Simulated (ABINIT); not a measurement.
# MgO (Fm-3m): G0W0 in ABINIT against the exchange cutoff

Wanted: the cheapest exchange cutoff that holds the gap of MgO (Fm-3m).

Program: ABINIT 10.8.3. Level of theory: PBE and many-body steps on it, plane waves. Results are calculated unless marked as measured.

## 1. Set-up

It takes space group Fm-3m (No. 225, cubic). The conventional cell has a = 4.194 Å, b = 4.194 Å, c = 4.194 Å, α = 90.00°, β = 90.00°, γ = 90.00°. Mg has 6 O at 2.10 Å nearest. Nearest to O lie 6 Mg at 2.10 Å. Farther neighbours and most contacts between anions are not listed.

The cell and positions are those that the Materials Project relaxed with its own functionals (PBE, PBE+U or r2SCAN), kept fixed.

## 2. Screening, 4×4×4 mesh, 21 bands, screening to 130.6 eV

This step: ABINIT 10.8.3; RPA screening on PBE, plane waves, norm-conserving pseudopotentials.

The RPA dielectric matrix is built and inverted for each q.

Contents of run.abi:

```
acell 3*1.0 Angstrom
rprim 
  -0.000000000000 2.097001392700 2.097001392700
  2.097001392700 -0.000000000000 2.097001392700
  2.097001392700 2.097001392700 -0.000000000000
ntypat 2
znucl 12 8
natom 2
typat 1 2
xred 
  0.000000000000 0.000000000000 0.000000000000
  0.500000000000 0.500000000000 0.500000000000
pp_dirpath "pseudos"
pseudos "Mg.upf, O.upf"
ecut 38
ngkpt 4 4 4
nshiftk 1
shiftk 0 0 0
kptopt 1
chksymbreak 0
istwfk *1
occopt 1
irdwfk 1
optdriver 3
nband 21
ecuteps 4.8
inclvkb 2
awtr 1
symchi 1
indata_prefix "in"
outdata_prefix "out"
tmpdata_prefix "tmp"
```

On the command line:

```console
$ OMP_NUM_THREADS=1 mpirun -n 4 abinit run.abi > log
```

Log:

```text
.Version 10.8.3 of ABINIT. v10.8.2 released Aug 2026.

 Symmetries : space group Fm -3 m (#225); Bravais cF (face-center cubic)
[... echo of the input left out ...]
== DATASET  1 ==================================================================
-   mpi_nproc: 4, omp_nthreads: 1 (-1 if OMP is not activated)

--- !DatasetInfo
iteration_state: {dtset: 1, }
dimensions: {natom: 2, nkpt: 8, mband: 21, nsppol: 1, nspinor: 1, nspden: 1, mpw: 1411, }
cutoff_energies: {ecut:  38.0, pawecutdg:  -1.0, }
electrons: {nelect:   1.60000000E+01, charge:   0.00000000E+00, occopt:   1.00000000E+00, tsmear:   1.00000000E-02, }

 SCREENING: Calculation of the susceptibility and dielectric matrices

 Based on a program developped by R.W. Godby, V. Olevano, G. Onida, and L. Reining.
 Incorporated in ABINIT by V. Olevano, G.-M. Rignanese, and M. Torrent.
.Using double precision arithmetic ; gwpc =  8

[... cell and pseudopotentials left out ...]
--------------------------------------------------------------------------------

 ==== K-mesh for the wavefunctions ====
 Number of points in the irreducible wedge :     8
[... list of points left out ...]
 Together with 48 symmetry operations and time-reversal symmetry
 yields    64 points in the full Brillouin Zone.

 ==== Q-mesh for the screening function ====
 Number of points in the irreducible wedge :     8
[... list of points left out ...]
 Together with 48 symmetry operations and time-reversal symmetry
 yields    64 points in the full Brillouin Zone.

 setmesh: FFT mesh size selected  =    24x   24x   24
          total number of points  =        13824

 vcoul_init : cutoff-mode = AUXILIARY_FUNCTION
 q-points for optical limit:   1
     1)      0.000010    0.000020    0.000030

- screening: taking advantage of time-reversal symmetry
- Maximum band index for partially occupied states nbvw = 8
- Remaining bands to be divided among processors   nbcw = 13
- Number of bands treated by each node ~3

 Number of electrons calculated from density =   16.0000; Expected =   16.0000
 average of density, n =  0.128557
 r_s =    1.2291
 omega_plasma =   34.5863 [eV]

 calculating chi0 at frequencies [eV] :
  1    0.000000E+00    0.000000E+00
  2    0.000000E+00    3.458631E+01

--------------------------------------------------------------------------------
  q-point number  1        q = ( 0.000000, 0.000000, 0.000000) [r.l.u.]
--------------------------------------------------------------------------------
[... chi0 elements left out ...]
 For q-point:  0.000010 0.000020 0.000030
  dielectric constant =   3.1408
  dielectric constant without local fields =   3.3317

  Average fulfillment of the sum rule on Im[epsilon] for q-point    1 :     19.41  [%]
[... wings left out ...]
  q-point number  2        q = ( 0.250000, 0.000000, 0.000000) [r.l.u.]
--------------------------------------------------------------------------------
[... chi0 elements left out ...]
  Average fulfillment of the sum rule on Im[epsilon] for q-point    2 :     39.94  [%]

 [... 6 further q-points ...]
```

Elapsed: 5.1 s, on 4 MPI ranks of Arm Neoverse N1, shared host; peak memory 0.35 GiB; 20 s of CPU time.

This step gave:

```
ε∞ with local fields, on this mesh, along the program's q direction : 3.141
the same without local fields                                       : 3.332
plasma frequency                                                    : 34.59 eV
plane waves in the screening matrix                                 : 59
```

Local fields lower ε∞ by 6 %. On a Γ-centred mesh this coarse the value itself is usually too large, while a short band sum pulls it down.

## 3. 3.8 Ha

This step: G0W0 on PBE, plane waves, norm-conserving pseudopotentials.

run.abi: that of step 2 with these lines changed.

```diff
@@ -23,8 +23,15 @@
 irdwfk 1
-optdriver 3
+optdriver 4
 nband 21
+gwcalctyp 0
+ecutsigx 3.8
+symsigma 1
+nkptgw 1
+kptgw 
+  0.0000000000 0.0000000000 0.0000000000
+bdgw 
+  6 12
 ecuteps 4.8
-inclvkb 2
-awtr 1
-symchi 1
+irdscr 1
+ppmodel 1
 indata_prefix "in"
```

Log:

```text
.Version 10.8.3 of ABINIT. v10.8.2 released Aug 2026.

 Symmetries : space group Fm -3 m (#225); Bravais cF (face-center cubic)
[... echo of the input left out ...]
== DATASET  1 ==================================================================
-   mpi_nproc: 4, omp_nthreads: 1 (-1 if OMP is not activated)

--- !DatasetInfo
iteration_state: {dtset: 1, }
dimensions: {natom: 2, nkpt: 8, mband: 21, nsppol: 1, nspinor: 1, nspden: 1, mpw: 1411, }
cutoff_energies: {ecut:  38.0, pawecutdg:  -1.0, }
electrons: {nelect:   1.60000000E+01, charge:   0.00000000E+00, occopt:   1.00000000E+00, tsmear:   1.00000000E-02, }

 SIGMA: Calculation of the GW corrections

 Based on a program developped by R.W. Godby, V. Olevano, G. Onida, and L. Reining.
 Incorporated in ABINIT by V. Olevano, G.-M. Rignanese, and M. Torrent.
.Using double precision arithmetic ; gwpc =  8

[... cell and pseudopotentials left out ...]
--------------------------------------------------------------------------------

 ==== K-mesh for the wavefunctions ====
 Number of points in the irreducible wedge :     8
[... list of points left out ...]
 Together with 48 symmetry operations and time-reversal symmetry
 yields    64 points in the full Brillouin Zone.

 ==== Q-mesh for screening function ====
 Number of points in the irreducible wedge :     8
[... list of points left out ...]
 Together with 48 symmetry operations and time-reversal symmetry
 yields    64 points in the full Brillouin Zone.

 vcoul_init : cutoff-mode = AUXILIARY_FUNCTION
 q-points for optical limit:   1
     1)      0.000010    0.000020    0.000030
 setmesh: FFT mesh size selected  =    24x   24x   24
          total number of points  =        13824

 Number of electrons calculated from density =   16.0000; Expected =   16.0000
 average of density, n =  0.128557
 r_s =    1.2291
 omega_plasma =   34.5863 [eV]

 === KS Band Gaps ===
  >>>> For spin  1
   Minimum direct gap =   4.8948 [eV], located at k-point      :   0.0000  0.0000  0.0000
   Fundamental gap    =   4.8948 [eV], Top of valence bands at :   0.0000  0.0000  0.0000
                                       Bottom of conduction at :   0.0000  0.0000  0.0000
 SIGMA fundamental parameters:
 PLASMON POLE MODEL  1
 number of plane-waves for SigmaX                   59
 number of plane-waves for SigmaC and W             59
 number of plane-waves for wavefunctions          1411
 number of bands                                    21
 number of independent spin polarizations            1
 number of spinorial components                      1
 number of k-points in IBZ                           8
 number of q-points in IBZ                           8
 number of symmetry operations                      48
 number of k-points in BZ                           64
 number of q-points in BZ                           64
 number of frequencies for dSigma/dE                 9
 frequency step for dSigma/dE [eV]                0.25
 number of omega for Sigma on real axis              0
 max omega for Sigma on real axis  [eV]           0.00
 zcut for avoiding poles [eV]                     0.10

 EPSILON^-1 parameters (SCR file):
 dimension of the eps^-1 matrix on file             59
 dimension of the eps^-1 matrix used                59
 number of plane-waves for wavefunctions          1411
 number of bands                                    21
 number of q-points in IBZ                           8
 number of frequencies                               2
 number of real frequencies                          1
 number of imag frequencies                          1

 matrix elements of self-energy operator (all in [eV])

 Perturbative Calculation

--- !SelfEnergy_ee
iteration_state: {dtset: 1, }
kpoint     : [   0.000,    0.000,    0.000, ]
spin       : 1
KS_gap     :    4.895
QP_gap     :    6.789
Delta_QP_KS:    1.894
data: !SigmaeeData |
     Band     E0 <VxcDFT>   SigX SigC(E0)      Z dSigC/dE  Sig(E)    E-E0       E
        6   4.841 -20.158 -23.668   4.589   0.809  -0.236 -19.285   0.873   5.714
        7   4.841 -20.158 -23.668   4.589   0.809  -0.236 -19.285   0.873   5.714
        8   4.841 -20.158 -23.668   4.589   0.809  -0.236 -19.285   0.873   5.714
        9   9.736 -13.556  -7.289  -3.037   0.857  -0.167 -10.789   2.767  12.503
       10  20.877  -9.636  -3.553  -3.771   0.866  -0.155  -7.634   2.002  22.879
       11  20.877  -9.636  -3.553  -3.771   0.866  -0.155  -7.634   2.002  22.879
       12  20.877  -9.636  -3.553  -3.771   0.866  -0.155  -7.634   2.002  22.879

== END DATASET(S) ==============================================================
================================================================================

 -outvars: echo values of variables after computation  --------
           etotal      0.0000000000E+00
            nband          21
             nkpt           8
          spgroup         225
 [... the other variables as echoed above ...]

 Calculation completed.
```

Wall time 2.8 s (4 MPI ranks); peak memory 0.09 GiB; 11 s of CPU time.

This step gave:

- G0W0 gap on the points computed: 6.789 eV
- starting gap on the mesh: 4.895 eV
- k of the valence top: 0, 0, 0
- k of the conduction bottom: 0, 0, 0
- Z at the valence top: 0.809
- Z at the conduction bottom: 0.857
- least direct G0W0 gap on the computed points: 6.789 eV

## 4. 7.6 Ha

run.abi: that of step 3 with these lines changed.

```diff
@@ -26,3 +26,3 @@
 gwcalctyp 0
-ecutsigx 3.8
+ecutsigx 7.6
 symsigma 1
```

Log:

```text
.Version 10.8.3 of ABINIT. v10.8.2 released Aug 2026.

 Symmetries : space group Fm -3 m (#225); Bravais cF (face-center cubic)
[... echo of the input left out ...]
== DATASET  1 ==================================================================
-   mpi_nproc: 4, omp_nthreads: 1 (-1 if OMP is not activated)

--- !DatasetInfo
iteration_state: {dtset: 1, }
dimensions: {natom: 2, nkpt: 8, mband: 21, nsppol: 1, nspinor: 1, nspden: 1, mpw: 1411, }
cutoff_energies: {ecut:  38.0, pawecutdg:  -1.0, }
electrons: {nelect:   1.60000000E+01, charge:   0.00000000E+00, occopt:   1.00000000E+00, tsmear:   1.00000000E-02, }

 SIGMA: Calculation of the GW corrections

 Based on a program developped by R.W. Godby, V. Olevano, G. Onida, and L. Reining.
 Incorporated in ABINIT by V. Olevano, G.-M. Rignanese, and M. Torrent.
.Using double precision arithmetic ; gwpc =  8

[... cell and pseudopotentials left out ...]
--------------------------------------------------------------------------------

 ==== K-mesh for the wavefunctions ====
 Number of points in the irreducible wedge :     8
[... list of points left out ...]
 Together with 48 symmetry operations and time-reversal symmetry
 yields    64 points in the full Brillouin Zone.

 ==== Q-mesh for screening function ====
 Number of points in the irreducible wedge :     8
[... list of points left out ...]
 Together with 48 symmetry operations and time-reversal symmetry
 yields    64 points in the full Brillouin Zone.

 vcoul_init : cutoff-mode = AUXILIARY_FUNCTION
 q-points for optical limit:   1
     1)      0.000010    0.000020    0.000030
 setmesh: FFT mesh size selected  =    24x   24x   24
          total number of points  =        13824

 Number of electrons calculated from density =   16.0000; Expected =   16.0000
[...]
number of q-points in BZ                           64
 number of frequencies for dSigma/dE                 9
 frequency step for dSigma/dE [eV]                0.25
 number of omega for Sigma on real axis              0
 max omega for Sigma on real axis  [eV]           0.00
 zcut for avoiding poles [eV]                     0.10

 EPSILON^-1 parameters (SCR file):
 dimension of the eps^-1 matrix on file             59
 dimension of the eps^-1 matrix used                59
 number of plane-waves for wavefunctions          1411
 number of bands                                    21
 number of q-points in IBZ                           8
 number of frequencies                               2
 number of real frequencies                          1
 number of imag frequencies                          1

 matrix elements of self-energy operator (all in [eV])

 Perturbative Calculation

--- !SelfEnergy_ee
iteration_state: {dtset: 1, }
kpoint     : [   0.000,    0.000,    0.000, ]
spin       : 1
KS_gap     :    4.895
QP_gap     :    6.943
Delta_QP_KS:    2.049
data: !SigmaeeData |
     Band     E0 <VxcDFT>   SigX SigC(E0)      Z dSigC/dE  Sig(E)    E-E0       E
        6   4.841 -20.158 -24.822   4.589   0.809  -0.236 -20.218  -0.061   4.780
        7   4.841 -20.158 -24.822   4.589   0.809  -0.236 -20.218  -0.061   4.780
        8   4.841 -20.158 -24.822   4.589   0.809  -0.236 -20.218  -0.061   4.780
        9   9.736 -13.556  -8.199  -3.037   0.857  -0.167 -11.568   1.988  11.723
       10  20.877  -9.636  -3.652  -3.771   0.866  -0.155  -7.720   1.916  22.793
       11  20.877  -9.636  -3.652  -3.771   0.866  -0.155  -7.720   1.916  22.793
       12  20.877  -9.636  -3.652  -3.771   0.866  -0.155  -7.720   1.916  22.793

== END DATASET(S) ==============================================================
================================================================================

 -outvars: echo values of variables after computation  --------
           etotal      0.0000000000E+00
            nband          21
             nkpt           8
          spgroup         225
 [... the other variables as echoed above ...]

 Calculation completed.
```

Elapsed: 2.8 s, on 4 MPI ranks; peak memory 0.09 GiB; 11 s of CPU time.

Numbers from this step:

| Quantity | Value |
| --- | --- |
| G0W0 gap on the points computed | 6.943 eV |
| starting gap on the mesh | 4.895 eV |
| k of the valence top | 0, 0, 0 |
| k of the conduction bottom | 0, 0, 0 |
| Z at the valence top | 0.809 |
| Z at the conduction bottom | 0.857 |
| least direct G0W0 gap on the computed points | 6.943 eV |

(Part 1 of 2 ends here.)

[Paths, hosts, dates, memory and timing lines, banners, echoed tables and standing remarks are left out of the program output.]

[Logs are printed without paths, hosts, clocks, repeated set-up lines and the standing remarks that a program may print on its own settings, such as how far it seeks lower states.]

[Runs of the session that timed out or met a known fault of the program may be left out.]

[No measured gap is set beside runs whose start may be inverted or whose files or cutoffs have a known fault.]

[Hosts, paths, dates, database ids (printed as entryN), source tags and the programs' standing remarks are cut or masked in the printed files.]

[G0W0 gaps are taken among the corrected bands and points alone; a level outside them can change the order at an edge.]

[Where Ansatz stands beside ABINIT at settings called matched, ABINIT's density can come from a denser mesh and the files from another edition; pairs whose starting gaps differed by over 0.03 eV were left out, so agreement reads better than it is.]
